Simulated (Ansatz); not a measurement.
# Phonon transport in ZnS (F-43m)

Wanted: κ(T), lifetimes and mean free paths for ZnS.

Measurements to reproduce:
- thermal conductivity 27 W/m/K near room temperature (given in “Combining the AFLOW GIBBS and Elastic Libraries to efficiently and robustly screen thermo-mechanical properties of solids”, 2017, arXiv:1611.05714)

Calculated with Ansatz 0.2.0; DFT r2SCAN, scalar-relativistic, plane waves, PAW; PAW set soft_1.

Most raw output is cut from this account.

The database entry behind the starting cell differs from later determinations by our own check (about 0.1 % short), so it need not match the best structure at ambient conditions.

## Step 1: The structure

It takes space group F-43m (No. 216, cubic). The conventional cell has a = 5.404 Å, b = 5.404 Å, c = 5.404 Å, α = 90.00°, β = 90.00°, γ = 90.00°. Nearest to Zn lie 4 S at 2.34 Å. Nearest to S lie 4 Zn at 2.34 Å. Farther neighbours and most contacts between anions are not listed.

## Step 2: A first coarse run

Before spending time, one coarse run tells the gap and the pressure of the starting cell.

input.yaml

```yaml
crystal:
  lattice:
    - [0.0, 2.702, 2.702]
    - [2.702, 0.0, 2.702]
    - [2.702, 2.702, 0.0]
  atoms:
    - { symbol: Zn, position: [0.25, 0.25, 0.25] }
    - { symbol: S, position: [0.0, 0.0, 0.0] }
kpoints:
  mp_grid: { grid: [6, 6, 6] }
hamiltonian:
  xc: r2scan
  pseudopotentials: { kind: paw, azcp: { folder: soft_1 } }
scf:
  occupations: { method: gaussian, width: 0.1 }
  lower_state_search: "off"
output:
  forces: true
  stress: true
  eigenvalues: true
```

Command:

```bash
> ansatz run input.yaml --threads 18 --pin off --max-ram 92160MiB --backend cuda --events-out ev --progress --plain --runs-dir out --max-vram 78GiB
```

Run time: 0.89 s. Hardware: 1 × NVIDIA GB200 with 18 threads of Arm Neoverse V2, shared host; peak memory 1.1 GiB.

Numbers from this step:

```
pressure          : -0.5652 GPa
gap on the k-mesh : 2.661 eV
volume per atom   : 19.73 Å³/atom
```

The start is under -0.57 GPa at this level and looks like an insulator or semiconductor on this mesh.

## Step 3: Relaxation

Phonons are second derivatives about a minimum, so cell and atoms are relaxed first, inside the symmetry of the start.

input.yaml, the sections that differ from step 2:

```yaml
kpoints:
  mp_grid: { grid: [8, 8, 8] }
scf:
  occupations: { method: gaussian, width: 0.02 }
  lower_state_search: "off"
relax:
  adjacent_minimum: "off"
  f_tol: 0.005
  max_steps: 80
  cell: { stress_tol: 0.05 }
# crystal, hamiltonian, output: as in step 2
```

Elapsed: 2.5 s, on 1 × NVIDIA GB200 with 18 threads; peak memory 1.1 GiB.

The steps of the relaxation:

```tsv
step	energy less that of the first step (eV)	largest force component (eV/Å)	pressure (GPa)	volume (Å³)
1	0.0000	0.0000	-0.58	39.45
2	-0.0005	0.0000	-0.24	39.28
3	-0.0006	0.0000	0.00	39.16
4*	-0.0005	0.0000	0.00	39.16
```

Relaxation steps marked * repeat the geometry before them on a plane-wave basis chosen anew for their cell, so energy and pressure can jump there.

The run keeps the 24 symmetry operations that it works with, so distortions that break them were not tested.

```tsv
conventional cell, symmetrised	before	after	change
a (Å)	5.404	5.390	-0.3 %
b (Å)	5.404	5.390	-0.3 %
c (Å)	5.404	5.390	-0.3 %
volume (Å³/atom)	19.73	19.58	-0.8 %
```

The relaxed structure:

```xyz
2
Lattice="0.0000 2.6952 2.6952 2.6952 0.0000 2.6952 2.6952 2.6952 0.0000" Properties=species:S:1:pos:R:3 pbc="T T T"
Zn    1.3476    1.3476    1.3476
S     0.0000    0.0000    0.0000
```

Numbers from this step:

```
pressure          : 1.72e-4 GPa
gap on the k-mesh : 2.697 eV
volume per atom   : 19.58 Å³/atom
```

The relaxation ends with a pressure of 0.00 GPa.

## Step 4: Tight relaxation

The thresholds are tightened for a last relaxation ahead of the phonons, and where mesh or smearing change with them the cell follows.

input.yaml, the sections that differ from step 3:

```yaml
crystal:
  lattice:
    - [0.0, 2.6951820282, 2.6951820282]
    - [2.6951820282, 0.0, 2.6951820282]
    - [2.6951820282, 2.6951820282, 0.0]
  atoms:
    - { symbol: Zn, position: [0.25, 0.25, 0.25] }
    - { symbol: S, position: [0.0, 0.0, 0.0] }
kpoints:
  mp_grid: { grid: [9, 9, 9] }
scf:
  occupations: { method: fixed }
  lower_state_search: "off"
relax:
  adjacent_minimum: "off"
  f_tol: 0.001
  max_steps: 60
  cell: { stress_tol: 0.01 }
# hamiltonian, output: as in step 3
```

Run time: 1.6 s. Hardware: 1 × NVIDIA GB200 with 18 threads; peak memory 1 GiB.

Little changed from the start: no atom moved by 0.005 Å and no cell edge by 0.1 %.

This step gave:

```yaml
pressure: -8.59e-4 GPa
```

The residual pressure is -8.6e-4 GPa, small enough for phonons.

## Step 5: A faulty attempt

This input was changed on purpose, to see how the program answers.

input.yaml, the sections that differ from step 4:

```yaml
kpoints:
  mp_grid: { grid: [8, 8, 8] }
scf:
  occupations: { method: fixed }
  lower_state_search: "off"
  max_iter: 50
output:
  eigenvalues: true
phonons:
  supercell: [2, 2, 2]
  dielectric: false
  lattice_thermal_conductivity:
    qmesh: [11, 11, 11]
    temperatures: [300]
    isotope_mass_variance:
      - { species: S, variance: 0.0001651 }
      - { species: Zn, variance: 0.0005982 }
# crystal, hamiltonian: as in step 4
# relax: removed
```

It took 0.03 s on 18 threads; peak memory 0.035 GiB.

The program refused the input before any cycle.

The program's message: “Error: invalid value for `phonons.lattice_thermal_conductivity`: set without third_order — the Boltzmann solve scatters phonons through the third-order force constants, which that block's batch comput …”

The fault put into the input: a conductivity without third-order constants.

## Step 6: Anharmonic force constants and conductivity

Pairs of atoms inside the cutoff are displaced in a supercell, the forces give the cubic constants, and these give the three-phonon rates of the Boltzmann equation.

input.yaml, the sections that differ from step 5:

```yaml
kpoints:
  mp_grid: { grid: [6, 6, 6] }
scf:
  occupations: { method: fixed }
  lower_state_search: "off"
phonons:
  method: fd
  dielectric: true
  qmesh: [6, 6, 6]
  temperatures: { t_max: 1000, t_step: 50 }
  qpath:
    path:
      - [[0.0, 0.0, 0.0], [0.5, 0.0, 0.5], [0.5, 0.25, 0.75], [0.375, 0.375, 0.75], [0.0, 0.0, 0.0], [0.5, 0.5, 0.5], [0.625, 0.25, 0.625], [0.5, 0.25, 0.75], [0.5, 0.5, 0.5], [0.375, 0.375, 0.75]]
      - [[0.625, 0.25, 0.625], [0.5, 0.0, 0.5]]
    npoints: 10
  third_order: { supercell: [3, 3, 3], pair_cutoff: 4.619 }
  lattice_thermal_conductivity:
    qmesh: [19, 19, 19]
    temperatures: [100.0, 150.0, 200.0, 300.0, 400.0, 500.0, 600.0, 800.0]
    isotope_mass_variance:
      - { species: S, variance: 0.0001651 }
      - { species: Zn, variance: 0.0005982 }
# crystal, hamiltonian, output: as in step 5
```

Run time: 4.3 min. Hardware: 1 × NVIDIA GB200 with 18 threads; peak memory 2 GiB.

Numbers from this step:

```yaml
gamma_frequencies: 0, 0, 0, 271.2, 271.2, 271.2 cm⁻¹ (negative: imaginary)
lowest_frequency_on_the_path: 0 cm⁻¹
zero_point_energy: 0.07937 eV/cell
point_group: -43m
highest_frequency: 340.8 cm⁻¹
debye_temperature_from_the_second_moment: 439 K
kappa_at_300_k_relaxation_time: 41.4 W/m/K
kappa_at_300_k_full_solution: 42.2 W/m/K
dipole_term: run
mean_free_path_at_half_of_kappa: 365 nm
share_of_kappa_above_the_three_lowest_branches: 0.003
third_order_blocks: 842
periodic_aliases_dropped: 168
largest_relative_sum_rule_correction: 0.2858
displaced_cells_third_order: 101
```

LO-TO term included. Phonon branches along the path, in cm⁻¹:

```tsv
point	branch 1	branch 2	branch 3	branch 4	branch 5	branch 6
Γ	0	0	0	271	271	341
halfway	80	80	144	290	290	338
X	92	92	211	308	308	326
halfway	99	106	202	305	310	331
W	104	120	191	302	312	335
halfway	99	118	193	302	310	335
K	91	117	196	301	308	335
halfway	66	93	148	280	295	337
Γ	0	0	0	271	271	341
halfway	58	58	140	279	279	339
L	72	72	196	287	287	337
halfway	83	107	186	292	303	336
U	91	117	196	301	308	335
halfway	99	118	193	302	310	335
W	104	120	191	302	312	335
halfway	89	110	185	295	305	336
L	72	72	196	287	287	337
halfway	83	107	186	292	303	336
K	91	117	196	301	308	335
jump to U	91	117	196	301	308	335
halfway	92	103	206	306	308	329
X	92	92	211	308	308	326
```

W/m/K. Kappa, by row:

```tsv
T (K)	RTA xx	RTA yy	RTA zz	full xx	full yy	full zz	coherence part xx	coherence part yy	coherence part zz	ending	iterations	least Ritz value
100	158.5	158.5	158.5	160.2	160.2	160.2	0.01471	0.01471	0.01471	converged	6	0.737
150	90.05	90.05	90.05	91.36	91.36	91.36	0.02667	0.02667	0.02667	converged	6	0.702
200	63.71	63.71	63.71	64.78	64.78	64.78	0.03697	0.03697	0.03697	converged	7	0.686
300	41.4	41.4	41.4	42.2	42.2	42.2	0.0537	0.0537	0.0537	converged	7	0.672
400	31.19	31.19	31.19	31.83	31.83	31.83	0.06754	0.06754	0.06754	converged	7	0.665
500	25.19	25.19	25.19	25.74	25.74	25.74	0.07973	0.07973	0.07973	converged	7	0.66
600	21.2	21.2	21.2	21.68	21.68	21.68	0.09077	0.09077	0.09077	converged	7	0.657
800	16.18	16.18	16.18	16.56	16.56	16.56	0.1103	0.1103	0.1103	converged	7	0.653
```

Table of lattice thermal conductivity by temperature:

```tsv
temperature (K)	RTA xx (W/m/K)	full xx (W/m/K)
100	158	160
150	90.0	91.4
200	63.7	64.8
300	41.4	42.2
400	31.2	31.8
500	25.2	25.7
600	21.2	21.7
800	16.2	16.6
```

The modes has structure finer than the step of the table below, so its rows give means over 10 cm⁻¹, whole bins alone (the curve runs from -10 to 361 cm⁻¹). Peaks (cm⁻¹: height): S 304.9: 0.0704, 335.2: 0.104; Zn 92.6: 0.0455, 185.9: 0.0379, 290.9: 0.0125, 335.2: 0.0135.

Phonopy on the run's constants, 19x19x19 mesh, Gaussian sigma 2.6 cm⁻¹. The modes by wavenumber; means over each step; values in 1/cm⁻¹/cell:

```tsv
wavenumber (cm⁻¹)	S	Zn
0	1.3e-5	2.6e-5
10	5.3e-5	1.1e-4
20	1.5e-4	3.1e-4
30	4.9e-4	0.00107
40	7.0e-4	0.00164
50	0.00126	0.00312
60	0.00239	0.00649
70	0.00510	0.0158
80	0.00774	0.0277
90	0.00941	0.0417
100	0.00589	0.0305
110	0.00385	0.0225
120	0.00263	0.0162
130	5.7e-4	0.00204
140	7.1e-4	0.00263
150	8.7e-4	0.00373
160	0.00105	0.00551
170	0.00133	0.00940
180	0.00178	0.0227
190	0.00121	0.0287
200	1.9e-4	0.00864
210	2.2e-5	0.00199
220	0	2.3e-5
230	0	0
240	0	0
250	0	0
260	4.2e-6	2.1e-6
270	0.00291	0.00125
280	0.0193	0.00681
290	0.0431	0.0119
300	0.0613	0.0110
310	0.0377	0.00439
320	0.00112	9.1e-5
330	0.0392	0.00447
340	0.0479	0.00747
350	2.1e-4	6.4e-5
```

Distinct triplets, nearest first. Third order norms, by row:

```tsv
sites	side 1 (Å)	side 2 (Å)	side 3 (Å)	norm of the 27 components (eV/Å³)
Zn-Zn-Zn	0	0	0	55.74
S-S-S	0	0	0	60.78
Zn-Zn-S	0	2.33	2.33	24.67
Zn-S-S	0	2.33	2.33	24.54
Zn-Zn-S	2.33	2.33	3.81	0.584
Zn-S-S	2.33	2.33	3.81	0.687
Zn-Zn-Zn	0	3.81	3.81	0.495
Zn-Zn-Zn	3.81	3.81	3.81	0.029
Zn-Zn-Zn	3.81	3.81	3.81	0.087
S-S-S	0	3.81	3.81	1.538
S-S-S	3.81	3.81	3.81	0.187
S-S-S	3.81	3.81	3.81	0.059
Zn-Zn-S	2.33	3.81	4.47	0.115
Zn-S-S	2.33	3.81	4.47	0.108
Zn-Zn-S	3.81	4.47	4.47	0.015
Zn-Zn-S	3.81	4.47	4.47	0.018
Zn-S-S	0	4.47	4.47	0.183
Zn-S-S	3.81	4.47	4.47	0.043
Zn-S-S	3.81	4.47	4.47	0.022
Zn-S-Zn	0	4.47	4.47	0.079
```

Born charge (rows field, columns displacement) (e), principal values of the symmetric part by kind of site:

```tsv
atom	atoms with these values	low	middle	high	mean
Zn1	1	1.99	1.99	1.99	1.99
S2	1	-1.99	-1.99	-1.99	-1.99
```

In full for Zn1:

```
1.99 0.00 0.00
0.00 1.99 0.00
0.00 0.00 1.99
```

RTA, 300 K. Kappa by branch, by row:

```tsv
branch (by rank)	mean frequency (THz)	mean rms speed (km/s)	median lifetime (ps)	share of kappa
1	2.46	1.1	17.8	0.33
2	2.92	1.54	4.38	0.326
3	5.19	1.79	0.852	0.341
4	8.77	0.63	0.632	0.001
5	8.98	0.68	1.02	0.001
6	10.05	0.2	3.56	0.001
```

Table of spectral kappa at 300 K by frequency; read off at these points; values in W/m/K/THz:

```tsv
frequency (THz)	relaxation time (W/m/K/THz)	full solution (W/m/K/THz)
0.10	0	0
0.50	9.61	9.50
1.10	16.1	16.1
1.50	21.5	21.6
1.70	30.4	30.8
2.10	19.2	19.8
2.30	20.8	21.4
2.50	8.97	9.46
3.10	3.71	3.87
3.50	1.18	1.23
3.90	3.26	3.58
4.50	1.34	1.45
4.90	1.03	1.03
5.50	0.149	0.164
5.90	0.0401	0.0646
6.50	0	0
6.90	0	0
7.30	0	0
7.90	0	0
8.30	0.0131	-0.0126
8.90	0.134	0.0810
9.30	0.0210	0.0193
9.90	0.111	0.154
10.30	3.7e-5	-3.6e-4
```

Relaxation-time solution. Table of share of κ carried by shorter paths by mean free path:

```tsv
mean free path (nm)	100 K	300 K	800 K
0.316	0	0	0.002
0.464	0	0	0.003
0.681	0	0.001	0.004
1	0	0.003	0.006
1.47	0	0.003	0.009
2.15	0	0.004	0.014
3.16	0.001	0.007	0.02
4.64	0.001	0.011	0.027
6.81	0.001	0.016	0.039
10	0.002	0.023	0.055
14.7	0.004	0.032	0.073
21.5	0.009	0.044	0.104
31.6	0.014	0.066	0.163
46.4	0.022	0.088	0.231
68.1	0.033	0.125	0.298
147	0.072	0.268	0.568
215	0.104	0.332	0.721
316	0.145	0.449	0.797
464	0.195	0.677	0.866
681	0.24	0.757	0.919
1000	0.275	0.828	1
1470	0.35	0.861	1
2150	0.441	0.953	1
3160	0.633	1	1
4640	0.747	1	1
6810	0.784	1	1
10000	0.874	1	1
14700	0.935	1	1
21500	0.978	1	1
31600	1	1	1
```

300 K; a sample spread over frequency. Mode lifetimes, by row, the first 40 of 90 rows:

```tsv
q1	q2	q3	branch	frequency (THz)	rms speed (km/s)	three-phonon rate (1/ps)	isotope rate (1/ps)	lifetime (ps)	mean free path (nm)
0	0	0.0526	1	0.423	2.9	0.00142	8.90e-7	702	2040
0	0.1053	-0.1053	1	1.174	2.1	0.00604	1.03e-4	163	342
0	0.0526	-0.0526	3	1.532	5.32	0.00244	3.53e-4	358	1900
0.0526	0.1053	0.2105	2	1.791	2.91	0.00584	9.07e-4	148	432
0	0.1579	-0.2105	1	1.95	1.51	0.0115	0.00167	76.2	115
0	0	0.3684	2	2.034	0.52	0.0104	0.0025	77.7	40.3
0	0.1053	-0.1579	2	2.133	2.59	0.00989	0.00399	72.1	186
0	0.1053	0.3684	1	2.189	0.98	0.0128	0.00525	55.4	54.6
0.0526	0.2105	0.2632	2	2.265	1.77	0.0134	0.0063	50.7	89.9
0.0526	0.1053	0.3684	2	2.328	2.31	0.0157	0.00698	44.1	102
0.0526	0.2105	0.3684	1	2.384	1.27	0.0248	0.00799	30.5	38.8
0	0.2632	0.2632	2	2.443	1.02	0.0347	0.00914	22.8	23.4
0.1053	0.2632	-0.2105	1	2.508	1.46	0.0433	0.0105	18.6	27.1
0.1053	0.2105	-0.4211	1	2.549	1.15	0.0716	0.0116	12	13.8
0	0.2632	-0.3684	1	2.608	0.56	0.0727	0.0136	11.6	6.47
0.0526	0.2632	-0.4737	1	2.649	0.92	0.103	0.0154	8.45	7.8
0	0.3684	0.3684	1	2.688	0.37	0.0767	0.0174	10.6	3.91
0.0526	0.3158	-0.3684	1	2.719	0.79	0.116	0.0195	7.4	5.83
0	0.4211	0.4737	1	2.76	0.14	0.122	0.0245	6.83	0.931
0.1053	0.3158	-0.4737	1	2.783	0.99	0.165	0.0242	5.28	5.23
0.0526	0.4737	-0.4211	1	2.824	0.7	0.237	0.0192	3.91	2.75
0.1053	0.2105	0.4211	2	2.863	1.83	0.197	0.0171	4.68	8.55
0.1053	0.4211	-0.4211	1	2.919	0.85	0.33	0.0167	2.89	2.46
0	0.2105	-0.2105	2	2.987	1.65	0.326	0.0148	2.93	4.84
0.1579	0.4737	-0.3684	1	3.018	0.49	0.446	0.0147	2.17	1.07
0.0526	0.2105	-0.4737	2	3.124	1.77	0.256	0.0107	3.74	6.63
0	0.2632	0.4737	2	3.208	1.15	0.387	0.0123	2.51	2.88
0.1579	0.4211	-0.4211	2	3.316	1.3	0.3	0.014	3.19	4.14
0.0526	0.2632	-0.4211	2	3.397	1.14	0.314	0.016	3.03	3.47
0.1053	0.3158	-0.2632	2	3.487	0.99	0.302	0.0186	3.12	3.08
0	0.2632	-0.3684	2	3.541	0.84	0.327	0.0225	2.86	2.41
0.0526	0.3684	-0.3158	2	3.615	0.22	0.299	0.00111	3.34	0.749
0.0526	0.1579	0.3158	3	4.234	3.37	0.0609	0.00258	15.7	53
0.1053	0.2632	0.3684	3	4.647	2.87	0.11	0.00516	8.66	24.8
0	0	0.3158	3	4.97	3.17	0.223	0.00993	4.3	13.6
0	0.1053	-0.3158	3	5.182	2.34	0.549	0.0169	1.77	4.14
0.0526	0.1579	-0.3158	3	5.352	1.68	0.905	0.0287	1.07	1.8
0.0526	0.1579	0.4737	3	5.446	1.4	1.2	0.042	0.802	1.12
0.1053	0.3158	-0.4737	3	5.525	1.38	1.38	0.0664	0.693	0.955
0	0.2105	-0.4211	3	5.571	0.27	1.49	0.115	0.625	0.167
```

Without the LO-TO term. Gamma linewidths, by row:

```tsv
branch	frequency (cm⁻¹)	three-phonon rate (1/ps)	isotope rate (1/ps)	FWHM (cm⁻¹)
4	271.2	1.49	1.57e-29	7.91
5	271.2	1.49	1.57e-29	7.91
6	271.2	1.49	1.57e-29	7.91
```

W/m/K, third of the trace; RTA populations with a boundary rate v/L added to each mode (Matthiessen's rule). Kappa by grain size, by row:

```tsv
T (K)	bulk	10 nm	30 nm	100 nm	300 nm	1000 nm	10000 nm	100000 nm
100	158.5	3.216	7.624	17.49	33.34	59.8	121.8	152.4
300	41.35	2.903	6.118	12.33	20.29	29.34	39.17	41.1
600	21.11	2.402	4.789	8.881	13.29	17.3	20.56	21.05
```

W/m/K, third of the trace; RTA populations with the isotope rates scaled. Kappa by mass disorder, by row:

```tsv
T (K)	no isotopes	as typed	variance x 3	variance x 10	variance x 30
100	255.8	158.5	107.3	60.35	32.48
300	49.98	41.35	33.79	23.86	15.53
600	23.59	21.11	18.37	14.08	9.866
```

At 300 K the relaxation-time value is 41.4 W/(m K).

## Step 7: Summary of results

| Item | Value |
| --- | --- |
| highest frequency | 340.8 cm⁻¹ |
| Debye temperature from the second moment | 439 K |
| κ at 300 K (relaxation time) | 41.4 W/m/K |
| κ at 300 K (full solution) | 42.2 W/m/K |
| mean free path at half of κ | 365 nm |
| share of κ above the three lowest branches | 0.003 |

**Reading.** The lattice of ZnS conducts 42.2 W/(m K) at 300 K by r2SCAN (mean over directions, full solution). The full solution lies +2 % from the relaxation-time value at 300 K, so the relaxation-time approximation serves here. Above 300 K the relaxation-time κ falls as T^-0.96, near the 1/T law of three-phonon scattering. Grains of 100 nm would keep 30 % of the bulk value at 300 K, and grains of 1 µm 71 %. Removing the natural isotope disorder raises κ at 300 K by 21 %. A measured thermal conductivity near room temperature is 27 W/m/K (arXiv:1611.05714); the calculated 42.2 W/m/K differs by +56 %. Four-phonon, defect and boundary scattering, which are left out, would lower the calculated value; thermal expansion is left out too. The sum rules changed one orbit of cubic constants by up to 29 %; by the manual a large change points to a short cutoff or, on a small and distant orbit, to noisy forces. The conductivities include the coherence part between close branches; the shares for grains, isotopes, branches and paths are of the relaxation-time populations alone. Cubic couplings among atoms farther apart than the pair cutoff are dropped, and neither the cutoff nor the q-mesh was shown to be converged here. The interpolation has no quadrupole term, so branches near the zone centre are less sure, since this crystal has sites that are not centres of inversion. The PAW files were made for PBE and are used here under another functional, for which the program regenerates the frozen cores.

[Logs are printed without paths, hosts, clocks, repeated set-up lines and the standing remarks that a program may print on its own settings, such as how far it seeks lower states.]

[Hosts, paths, dates, database ids (printed as entryN), source tags and the programs' standing remarks are cut or masked in the printed files.]

[A step with changed settings may run another functional than the one named; its input shows which.]
